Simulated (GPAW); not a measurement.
# KMgH3 (Pm-3m): one start, several treatments of the self-energy

How much does the gap of KMgH3 (Pm-3m) depend on the approximation to the self-energy?

Program: GPAW 26.7.0. Level of theory: LDA and many-body steps on it, plane waves. Results are calculated unless marked as measured.

## 1. The structure

Symmetry: Pm-3m, No. 221, cubic system. The conventional cell has a = 4.025 Å, b = 4.025 Å, c = 4.025 Å, α = 90.00°, β = 90.00°, γ = 90.00°. Nearest to K lie 12 H at 2.85 Å. Nearest to Mg lie 6 H at 2.01 Å. H has 2 Mg at 2.01 Å and 8 H at 2.85 Å and 4 K at 2.85 Å nearest. Farther neighbours are not listed.

As a file:

```cif
data_structure
_symmetry_space_group_name_H-M 'Pm-3m'
_symmetry_Int_Tables_number 221
_cell_length_a 4.0250
_cell_length_b 4.0250
_cell_length_c 4.0250
_cell_angle_alpha 90.000
_cell_angle_beta 90.000
_cell_angle_gamma 90.000
_cell_volume 65.21
loop_
_atom_site_label
_atom_site_type_symbol
_atom_site_symmetry_multiplicity
_atom_site_Wyckoff_symbol
_atom_site_fract_x
_atom_site_fract_y
_atom_site_fract_z
_atom_site_occupancy
K1 K 1 a 0.00000 0.00000 0.00000 1
Mg1 Mg 1 b 0.50000 0.50000 0.50000 1
H1 H 3 c 0.00000 0.50000 0.50000 1
```

The cell and positions come from the Crystallography Open Database and are kept as given unless a step says otherwise.

## 2. Empty states on the mesh, 4×4×4 mesh, 428 bands

This step: GPAW 26.7.0; DFT, LDA, plane waves, PAW.

The sums over transitions need many empty states on a uniform mesh; this step solves for them.

File run.py:

```python
import json
import numpy as np
from gpaw.mpi import world
from gpaw import GPAW

calc = GPAW('gs.gpw').fixed_density(kpts={'size': (4, 4, 4), 'gamma': True},
    parallel={'domain': 1, 'band': 1},
    txt='nscf.txt')
calc.diagonalize_full_hamiltonian(nbands=428)
calc.write('full.gpw', mode='all')
res = {}
kpts = calc.get_ibz_k_points()
res['kpts'] = kpts
res['eigenvalues'] = [calc.get_eigenvalues(kpt=k) for k in range(len(kpts))]
res['n_electrons'] = calc.get_number_of_electrons()

if world.rank == 0:
    with open('result.json', 'w') as f:
        json.dump(res, f, default=lambda x: x.tolist())
```

Started as:

```bash
$ mpirun -n 4 gpaw python run.py
```

Numbers of over 12 decimals in the logs are rounded to 6 here.

The log of the run:

```text
Diagonalizing LCAO Hamiltonian
Converting LCAO to pw mode
convergence criteria:
- Maximum integral of absolute [eigenst]ate change: 4e-08 eV^2 / valence electron
maximum number of iterations: 100

SCF iterations
|iter     |     time |      energy | eigst |  dens |
|iter:   1|  |             | +1.16 |       |
|iter:   2|  |             | +0.67 |       |
|iter:   3|  |             | +0.20 |       |
[...]
|iter:  18|  |             | -7.28 |       |
|iter:  19|  |             | -7.39 |       |
|iter:  20|  |             | -7.44c|       |
SCF steps: 20
  __  _  _
 | _ |_)|_||  |
 |__||  | ||/\| - 26.7.0

Input parameters:
  mode=PW(ecut=600.0),
  convergence={'density': 1e-06, 'bands': -3},
  gpts=array([24, 24, 24]),
  kpts=MonkhorstPack(size=(4, 4, 4), gamma=True),
  maxiter=100,
  nbands=19,
  occupations=Occupations(name='fermi-dirac', width=0.001, fixmagmom=False),
  parallel={'domain': 1, 'band': 1},
  xc=XC(name='LDA')
Matrix size: 2172x2172
# Writing to full.gpw (mode='all')
  [... matrices ...]

timing:  # [seconds]
  Total: 31.290  # ━━━━━━━━━━━━━━━━━━━━━━━━━━━━━━━━━━━━━━━━━━━━━━━━━━━━━━━━━━
```

Elapsed: 38 s, on 4 MPI ranks of Arm Neoverse V1, shared host; peak memory 2.2 GiB; 2.5 min of CPU time.

Numbers from this step:

* gap: 2.058 eV
* k of the valence top: 0.5, 0, 0
* k of the conduction bottom: 0.5, 0.5, 0.5
* least direct gap: 4.218 eV
* k points computed: 10
* lowest point of the top converged band, above the valence top: 187.9517 eV

On this mesh the gap is 2.058 eV.

## 3. G0W0, Godby-Needs plasmon pole

G0W0 replaces the xc potential by the self-energy, built once from these orbitals. Only a window of levels is corrected, while the sums run over the empty bands that the input names.

This step: G0W0 on LDA, plane waves, PAW.

File run.py:

```python
import json
import numpy as np
from gpaw.mpi import world
from gpaw.response.g0w0 import G0W0

gw = G0W0('full.gpw',
    filename='gw',
    kpts=[0, 4, 9],
    bands=(9, 13),
    ecut=120,
    nbands=194,
    integrate_gamma='WS',
    ppa=True)
gw.calculate()
res = {mode: {k: v for k, v in r.items() if k != 'sigma_eskwn'}
       for mode, r in gw.all_results.items()}

if world.rank == 0:
    with open('result.json', 'w') as f:
        json.dump(res, f, default=lambda x: x.tolist())
```

Started as:

```bash
$ mpirun -n 4 gpaw python run.py
```

The log of the run:

```text
Using integrator: PointIntegrator
FrequencyGridDescriptor(from 0.000+0.000j to 0.000+27.211j eV, 2 points)
Nonperiodic BCs:  [False False False]
Using integrator: PointIntegrator
FrequencyGridDescriptor(from 0.000+0.000j to 0.000+27.211j eV, 2 points)
Nonperiodic BCs:  [False False False]
  ___  _ _ _
 |   || | | |
 | | || | | |
 |__ ||_____|
 |___|

BZ k-points: Symmetries present (total): 48

  [... matrices ...]
64 k-points: 4 x 4 x 4 Monkhorst-Pack grid + [1/8,1/8,1/8]
10 k-points in the irreducible part of the Brillouin zone
       k-points in crystal coordinates                weights
   0:     0.00000000    0.00000000    0.00000000          1/64
   1:     0.25000000    0.00000000    0.00000000          6/64
   2:     0.25000000    0.25000000    0.00000000         12/64
   3:     0.25000000    0.25000000    0.25000000          8/64
   4:     0.50000000    0.00000000    0.00000000          3/64
   5:     0.50000000    0.25000000    0.00000000         12/64
   6:     0.50000000    0.25000000    0.25000000         12/64
   7:     0.50000000    0.50000000    0.00000000          3/64
   8:     0.50000000    0.50000000    0.25000000          6/64
   9:     0.50000000    0.50000000    0.50000000          1/64

Distributing spins, k-points and bands (1 x 3 x 4) over 4 processes
Number of blocks: 1

Quasi particle states:
k-points (IBZ indices): [0, 4, 9]
Band range: (9, 13)
  [... matrices ...]
Computational parameters:
Plane wave cut-off: 120 eV
Number of bands: 194
Coulomb cutoff: None
Broadening: 0.1 eV

fxc modes: GW
Kernel: RPA
Using Godby-Needs plasmon-pole approximation:
  Fitting energy: i*E0, E0 = 1.000 Hartree
Summing all q:

Calculating screened Coulomb potential
No Coulomb truncation
FrequencyGridDescriptor(from 0.000+0.000j to 0.000+27.211j eV, 2 points)
Removing empty qpoint cache files...

Calculating chi0 body with:
    Ground state adapter containing:
    Number of spins: 1
    Number of kpoints: 64
    Number of irreducible kpoints: 10
    Number of completely occupied states: 11
    Number of partially occupied states: 11
    Occupied states memory: 2.3203125 M / cpu

    Linear response parametrization:
    q_c: [0.0, 0.0, 0.0]
    Number of frequency points: 2
    Planewave cutoff: 120.0
    Number of bands: 194
    Number of planewaves: 179
    Broadening (eta): 1e-06
    comm.size: 4
    kncomm.size: 4
    blockcomm.size: 1

    Memory estimate of potentially large arrays:
        chi0_wGG: 0.977814 M / cpu
Integrating chi0 body.

Symmetries of q_c:
    Direct symmetries (Uq -> q): 48
    Indirect symmetries (TUq -> q): 0
In total 48 allowed symmetries.

  [... matrices ...]
10 groups of equivalent kpoints. 84.375% reduction.

Integral kind: response function
Integrating chi0 head and wings.

Symmetries of q_c:
    Direct symmetries (Uq -> q): 48
    Indirect symmetries (TUq -> q): 0
In total 48 allowed symmetries.

  [... matrices ...]
10 groups of equivalent kpoints. 84.375% reduction.

Integral kind: response function wings

Calculating chi0 body with:
    Ground state adapter containing:
    Number of spins: 1
    Number of kpoints: 64
    Number of irreducible kpoints: 10
    Number of completely occupied states: 11
    Number of partially occupied states: 11
    Occupied states memory: 2.3203125 M / cpu

    Linear response parametrization:
[... the further q-points ...]

Results:
f:      Occupation numbers
eps:     KS-eigenvalues [eV]
vxc:     KS vxc [eV]
exx:     Exact exchange [eV]
sigma:   Self-energies [eV]
dsigma:  Self-energy derivatives
Z:       Renormalization factors
qp:      QP-energies [eV]

k-point 0 (0): (0.000, 0.000, 0.000)                GW
band       f     eps     vxc     exx   sigma  dsigma       Z      qp
                                                                   GW
   9   1.000   0.857 -10.689 -13.952   1.462  -0.262   0.793  -0.571
  10   1.000   0.857 -10.689 -13.952   1.462  -0.262   0.793  -0.571
  11   0.000   6.834  -9.807  -4.917  -3.776  -0.220   0.820   7.748
  12   0.000   6.834  -9.807  -4.917  -3.776  -0.220   0.820   7.748

k-point 1 (4): (0.500, 0.000, 0.000)                GW
band       f     eps     vxc     exx   sigma  dsigma       Z      qp
                                                                   GW
   9   1.000  -1.527 -10.283 -14.321   2.121  -0.285   0.778  -3.019
  10   1.000   1.349 -11.032 -14.256   1.363  -0.261   0.793  -0.126
[...]
k-point 2 (9): (0.500, 0.500, 0.500)                GW
band       f     eps     vxc     exx   sigma  dsigma       Z      qp
                                                                   GW
[...]
10   1.000  -0.811 -10.632 -14.545   1.968  -0.281   0.781  -2.329
  11   0.000   3.407 -10.169  -5.895  -3.261  -0.210   0.826   4.244
  12   0.000   6.692  -9.279  -4.456  -3.766  -0.215   0.823   7.563
```

Run time: 92 s. Hardware: 4 MPI ranks; peak memory 1.3 GiB; 6.1 min of CPU time.

Numbers from this step:

| Property | Result |
| --- | --- |
| G0W0 gap on the points computed | 4.370 eV |
| least direct G0W0 gap on the computed points | 6.573 eV |
| Z at the valence top | 0.7928 |
| Z at the conduction bottom | 0.8264 |
| starting gap on the mesh | 2.058 eV |
| k of the valence top | 0.5, 0, 0 |
| k of the conduction bottom | 0.5, 0.5, 0.5 |

The gap on the mesh goes from 2.06 eV to 4.37 eV, a correction of +2.31 eV.

## 4. One-shot HSE06

This step: one-shot HSE06 levels on LDA orbitals, plane waves, PAW.

File run.py:

```python
import json
import numpy as np
from gpaw.mpi import world
from gpaw.hybrids.eigenvalues import non_self_consistent_eigenvalues

dft, vxc, vxc_hyb = non_self_consistent_eigenvalues('full.gpw', 'HSE06', 9, 13, kpt_indices=[0, 4, 9])
res = {'dft': dft[0], 'hybrid': (dft - vxc + vxc_hyb)[0]}
if world.rank == 0:
    with open('hybrid.txt', 'w') as f:
        for k, e0, e1 in zip([0, 4, 9], res['dft'], res['hybrid']):
            print(k, ' '.join(f'{x:9.4f}' for x in e0), '|', ' '.join(f'{x:9.4f}' for x in e1), file=f)

if world.rank == 0:
    with open('result.json', 'w') as f:
        json.dump(res, f, default=lambda x: x.tolist())
```

Started as:

```bash
$ mpirun -n 4 gpaw python run.py
```

The log of the run:

```text
IBZ(<points: 10, symmetries: 48>)
Occupied bands: 11
Transforming wave functions from IBZ to BZ: 0.042 seconds
Distributing wave functions and iFFT-ing to real space: 0.235 seconds
Calculating eigenvalues:
  k-points: 3
  Bands: 9-12 (inclusive)
  Seconds: 1.102 (wave-function broadcasting: 0.017 seconds)
HSE06-eigenvalue shifts:
  min: -0.835 eV
  ave: 0.013 eV
  max: 0.889 eV
```

Elapsed: 4.2 s, on 4 MPI ranks; peak memory 0.87 GiB; 16 s of CPU time.

Numbers from this step:

* starting gap on the mesh: 2.058 eV
* hybrid gap on the mesh: 3.554 eV
* least direct hybrid gap on the computed points: 5.766 eV

(Continued in part 2 of 2.)

[Paths, hosts, dates, memory and timing lines, banners, echoed tables and standing remarks are left out of the program output.]

[Logs are printed without paths, hosts, clocks, repeated set-up lines and the standing remarks that a program may print on its own settings, such as how far it seeks lower states.]

[Runs of the session that timed out or met a known fault of the program may be left out.]

[Hosts, paths, dates, database ids (printed as entryN), source tags and the programs' standing remarks are cut or masked in the printed files.]
